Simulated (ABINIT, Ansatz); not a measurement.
# ZnWO4 (P2/c): G0W0 on several meshes in ABINIT

Wanted: mesh dependence and cost of G0W0 for ZnWO4 (P2/c).

Calculated with ABINIT 10.8.3; LDA and many-body steps on it, plane waves.

Report form: the programs' logs are mostly left out.

**1. Set-up**

The structure is monoclinic, space group P2/c (No. 13). Conventional cell: a = 4.699 Å, b = 5.729 Å, c = 4.937 Å, α = 90.00°, β = 90.61°, γ = 90.00°. Nearest to Zn lie 6 O at 2.03 to 2.23 Å. Nearest to W lie 6 O at 1.80 to 2.14 Å. O has 2 W at 1.92 to 2.14 Å and 1 Zn at 2.03 Å nearest. Nearest to O lie 1 W at 1.80 Å and 2 Zn at 2.09 to 2.23 Å. Farther neighbours and most contacts between anions are not listed.

Coordinates:

```cif
data_structure
_symmetry_space_group_name_H-M 'P2/c'
_symmetry_Int_Tables_number 13
_cell_length_a 4.6986
_cell_length_b 5.7293
_cell_length_c 4.9367
_cell_angle_alpha 90.000
_cell_angle_beta 90.615
_cell_angle_gamma 90.000
_cell_volume 132.89
loop_
_atom_site_label
_atom_site_type_symbol
_atom_site_symmetry_multiplicity
_atom_site_Wyckoff_symbol
_atom_site_fract_x
_atom_site_fract_y
_atom_site_fract_z
_atom_site_occupancy
Zn1 Zn 2 f 0.50000 0.68400 0.25000 1
W1 W 2 e 0.00000 0.18258 0.25000 1
O1 O 4 g 0.21690 0.10510 0.93630 1
O2 O 4 g 0.25650 0.37770 0.39960 1
```

The cell and positions come from the Crystallography Open Database and are kept as given unless a step says otherwise. Spin-orbit coupling is left out unless a step names it.

**2. Empty states on the mesh, 4×2×2 mesh, 498 bands**

This step: ABINIT 10.8.3; DFT, LDA, plane waves, norm-conserving pseudopotentials.

The sums over transitions need many empty states on a uniform mesh; this step solves for them.

The input, run.abi:

```
acell 3*1.0 Angstrom
rprim 
  4.698600000000 0.000000000000 0.000000000000
  0.000000000000 5.729300000000 0.000000000000
  -0.052988409000 0.000000000000 4.936415614400
ntypat 3
znucl 30 74 8
natom 12
typat 1 1 2 2 3 3 3 3 3 3 3 3
xred 
  0.500000000000 0.684000000000 0.250000000000
  0.500000000000 0.316000000000 0.750000000000
  0.000000000000 0.182580000000 0.250000000000
  0.000000000000 0.817420000000 0.750000000000
  0.216900000000 0.105100000000 0.936300000000
  0.783100000000 0.105100000000 0.563700000000
  0.783100000000 0.894900000000 0.063700000000
  0.216900000000 0.894900000000 0.436300000000
  0.256500000000 0.377700000000 0.399600000000
  0.743500000000 0.377700000000 0.100400000000
  0.743500000000 0.622300000000 0.600400000000
  0.256500000000 0.622300000000 0.899600000000
pp_dirpath "pseudos"
pseudos "Zn.upf, W.upf, O.upf"
ecut 36
ngkpt 4 2 2
nshiftk 1
shiftk 0 0 0
kptopt 1
chksymbreak 0
iscf -2
irdden 1
istwfk *1
nband 498
nbdbuf 44
tolwfr 1e-09
nstep 60
prtvol 0
indata_prefix "in"
outdata_prefix "out"
tmpdata_prefix "tmp"
```

Launch:

```sh
OMP_NUM_THREADS=1 mpirun -n 12 abinit run.abi > log
```

The job ended after 16 min (12 MPI ranks of Arm Neoverse N1, shared host; peak memory 2 GiB).

This step gave:

| Quantity | Value |
| --- | --- |
| gap | 2.885 eV |
| k of the valence top | 0, 0.5, 0 |
| k of the conduction bottom | 0, 0.5, 0 |
| least direct gap | 2.885 eV |
| k points computed | 12 |
| lowest point of the top converged band, above the valence top | 110.8532 eV |

On this mesh the gap is 2.885 eV.

The density comes from a self-consistent run that is not shown.

**3. Screening, 4×2×2 mesh, 219 bands, screening to 141.5 eV**

The RPA dielectric matrix is built and inverted for each q.

This step: RPA screening on LDA, plane waves, norm-conserving pseudopotentials.

Edit run.abi of step 2 so:

```diff
@@ -30,10 +30,11 @@
 chksymbreak 0
-iscf -2
-irdden 1
 istwfk *1
-nband 498
-nbdbuf 44
-tolwfr 1e-09
-nstep 60
-prtvol 0
+occopt 1
+irdwfk 1
+optdriver 3
+nband 219
+ecuteps 5.2
+inclvkb 2
+awtr 1
+symchi 1
 indata_prefix "in"
```

Launch:

```sh
OMP_NUM_THREADS=1 mpirun -n 16 abinit run.abi > log
```

Wall time 12 min (16 MPI ranks); peak memory 18 GiB; 3.1 h of CPU time.

This step gave:

```yaml
eps_infinity_with_local_fields_on_this_mesh_along_the_program_s_q_direction: 5.530
the_same_without_local_fields: 6.331
plasma_frequency: 34.69 eV
plane_waves_in_the_screening_matrix: 519
```

Local fields lower ε∞ by 13 %. On a Γ-centred mesh this coarse the value itself is usually too large, while a short band sum pulls it down.

**4. 4×2×2**

The self-energy is evaluated for the states that the input lists, and the levels follow from it, in one-shot runs by the linearised quasiparticle equation.

This step: G0W0 on LDA, plane waves, norm-conserving pseudopotentials.

Edit run.abi of step 3 so:

```diff
@@ -33,8 +33,17 @@
 irdwfk 1
-optdriver 3
+optdriver 4
 nband 219
+gwcalctyp 0
+ecutsigx 36
+symsigma 1
+nkptgw 2
+kptgw 
+  0.0000000000 0.5000000000 0.0000000000
+  0.0000000000 0.0000000000 0.0000000000
+bdgw 
+  57 60
+  57 60
 ecuteps 5.2
-inclvkb 2
-awtr 1
-symchi 1
+irdscr 1
+ppmodel 1
 indata_prefix "in"
```

The job ended after 40 s (16 MPI ranks; peak memory 7.3 GiB; 11 min of CPU time).

This step gave:

```yaml
g0w0_gap_on_the_points_computed: 4.683 eV
starting_gap_on_the_mesh: 2.885 eV
k_of_the_valence_top: 0, 0.5, 0
k_of_the_conduction_bottom: 0, 0.5, 0
z_at_the_valence_top: 0.787
z_at_the_conduction_bottom: 0.825
least_direct_g0w0_gap_on_the_computed_points: 4.683 eV
```

The gap on the mesh goes from 2.88 eV to 4.68 eV, a correction of +1.80 eV.

**5. Empty states on the mesh, 2×2×2 mesh, 239 bands**

This step: DFT, LDA, plane waves, norm-conserving pseudopotentials.

Edit run.abi of step 4 so:

```diff
@@ -25,3 +25,3 @@
 ecut 36
-ngkpt 4 2 2
+ngkpt 2 2 2
 nshiftk 1
@@ -30,20 +30,10 @@
 chksymbreak 0
+iscf -2
+irdden 1
 istwfk *1
-occopt 1
-irdwfk 1
-optdriver 4
-nband 219
-gwcalctyp 0
-ecutsigx 36
-symsigma 1
-nkptgw 2
-kptgw 
-  0.0000000000 0.5000000000 0.0000000000
-  0.0000000000 0.0000000000 0.0000000000
-bdgw 
-  57 60
-  57 60
-ecuteps 5.2
-irdscr 1
-ppmodel 1
+nband 239
+nbdbuf 20
+tolwfr 1e-09
+nstep 60
+prtvol 0
 indata_prefix "in"
```

Launch:

```sh
OMP_NUM_THREADS=2 mpirun -n 8 abinit run.abi > log
```

Run time: 2.5 min. Hardware: 8 MPI ranks; peak memory 0.93 GiB.

This step gave:

```yaml
gap: 2.885 eV
k_of_the_valence_top: 0, 0.5, 0
k_of_the_conduction_bottom: 0, 0.5, 0
least_direct_gap: 2.885 eV
k_points_computed: 8
lowest_point_of_the_top_converged_band_above_the_valence_top: 59.2329 eV
```

On this mesh the gap is 2.885 eV.

**6. Screening, 2×2×2 mesh, 219 bands, screening to 141.5 eV**

This step: RPA screening on LDA, plane waves, norm-conserving pseudopotentials.

Edit run.abi of step 5 so:

```diff
@@ -30,10 +30,11 @@
 chksymbreak 0
-iscf -2
-irdden 1
 istwfk *1
-nband 239
-nbdbuf 20
-tolwfr 1e-09
-nstep 60
-prtvol 0
+occopt 1
+irdwfk 1
+optdriver 3
+nband 219
+ecuteps 5.2
+inclvkb 2
+awtr 1
+symchi 1
 indata_prefix "in"
```

Launch:

```sh
OMP_NUM_THREADS=1 mpirun -n 16 abinit run.abi > log
```

The job ended after 4.5 min (16 MPI ranks; peak memory 13 GiB).

Numbers from this step:

| Quantity | Value |
| --- | --- |
| ε∞ with local fields, on this mesh, along the program's q direction | 5.558 |
| the same without local fields | 6.359 |
| plasma frequency | 34.69 eV |
| plane waves in the screening matrix | 519 |

**7. 2×2×2**

This step: G0W0 on LDA, plane waves, norm-conserving pseudopotentials.

Edit run.abi of step 6 so:

```diff
@@ -33,8 +33,17 @@
 irdwfk 1
-optdriver 3
+optdriver 4
 nband 219
+gwcalctyp 0
+ecutsigx 36
+symsigma 1
+nkptgw 2
+kptgw 
+  0.0000000000 0.5000000000 0.0000000000
+  0.0000000000 0.0000000000 0.0000000000
+bdgw 
+  57 60
+  57 60
 ecuteps 5.2
-inclvkb 2
-awtr 1
-symchi 1
+irdscr 1
+ppmodel 1
 indata_prefix "in"
```

The job ended after 27 s (16 MPI ranks; peak memory 5.4 GiB; 7.3 min of CPU time).

Numbers from this step:

```
G0W0 gap on the points computed              : 4.667 eV
starting gap on the mesh                     : 2.885 eV
k of the valence top                         : 0, 0.5, 0
k of the conduction bottom                   : 0, 0.5, 0
Z at the valence top                         : 0.787
Z at the conduction bottom                   : 0.826
least direct G0W0 gap on the computed points : 4.667 eV
```

Against G0W0 in ABINIT (4×2×2 mesh, 219 bands, screening to 141.5 eV, Godby-Needs plasmon pole), the gap moves by −0.016 eV.

**8. Side by side**

Times are wall times on 16 MPI ranks of Arm Neoverse N1, shared host, good to a factor of about two. A run's time includes the screening step that it read.

| run | mesh | bands | screening cutoff (eV) | DFT gap (eV) | gap on the mesh (eV) | direct (eV) | ε∞ used | time |
| --- | --- | --- | --- | --- | --- | --- | --- | --- |
| 4×2×2 | 4×2×2 | 219 | 141.5 | 2.885 | 4.683 | 4.683 | 5.53 | 12 min |
| 2×2×2 | 2×2×2 | 219 | 141.5 | 2.885 | 4.667 | 4.667 | 5.56 | 4.9 min |

**9. Results**

```yaml
4x2x2: 4.683 eV
2x2x2: 4.667 eV
known_limits: not at the basis limit; d shell near the gap, gap tends to lie low; no spin-orbit coupling; coarse k mesh
```

**Reading.** 2×2×2: −0.016 eV against 4×2×2. Bands and cutoff are finite, so the gap is not at the basis limit. The miss can reach some tenths of an eV and take either sign; the mesh is an error of its own. In the G0W0 runs levels were corrected at 2 k points alone, so a gap called «on the mesh» is the least over those, and an edge elsewhere would be missed. The 4×2×2 mesh is coarse for this cell, which bears on the long-range parts of exchange and screening. A d shell, filled or nearly so, lies near the gap. One-shot GW converges very slowly in bands there, not always from below, and on a semilocal start the gap tends to come out low; starts rich in exact exchange can overshoot instead. The many-body steps are scalar-relativistic: spin-orbit coupling is not in them.

[Paths, hosts, dates, memory and timing lines, banners, echoed tables and standing remarks are left out of the program output.]

[Logs are printed without paths, hosts, clocks, repeated set-up lines and the standing remarks that a program may print on its own settings, such as how far it seeks lower states.]

[Runs of the session that timed out or met a known fault of the program may be left out.]

[Hosts, paths, dates, database ids (printed as entryN), source tags and the programs' standing remarks are cut or masked in the printed files.]

[G0W0 gaps are taken among the corrected bands and points alone; a level outside them can change the order at an edge.]

[Where Ansatz stands beside ABINIT at settings called matched, ABINIT's density can come from a denser mesh and the files from another edition; pairs whose starting gaps differed by over 0.03 eV were left out, so agreement reads better than it is.]
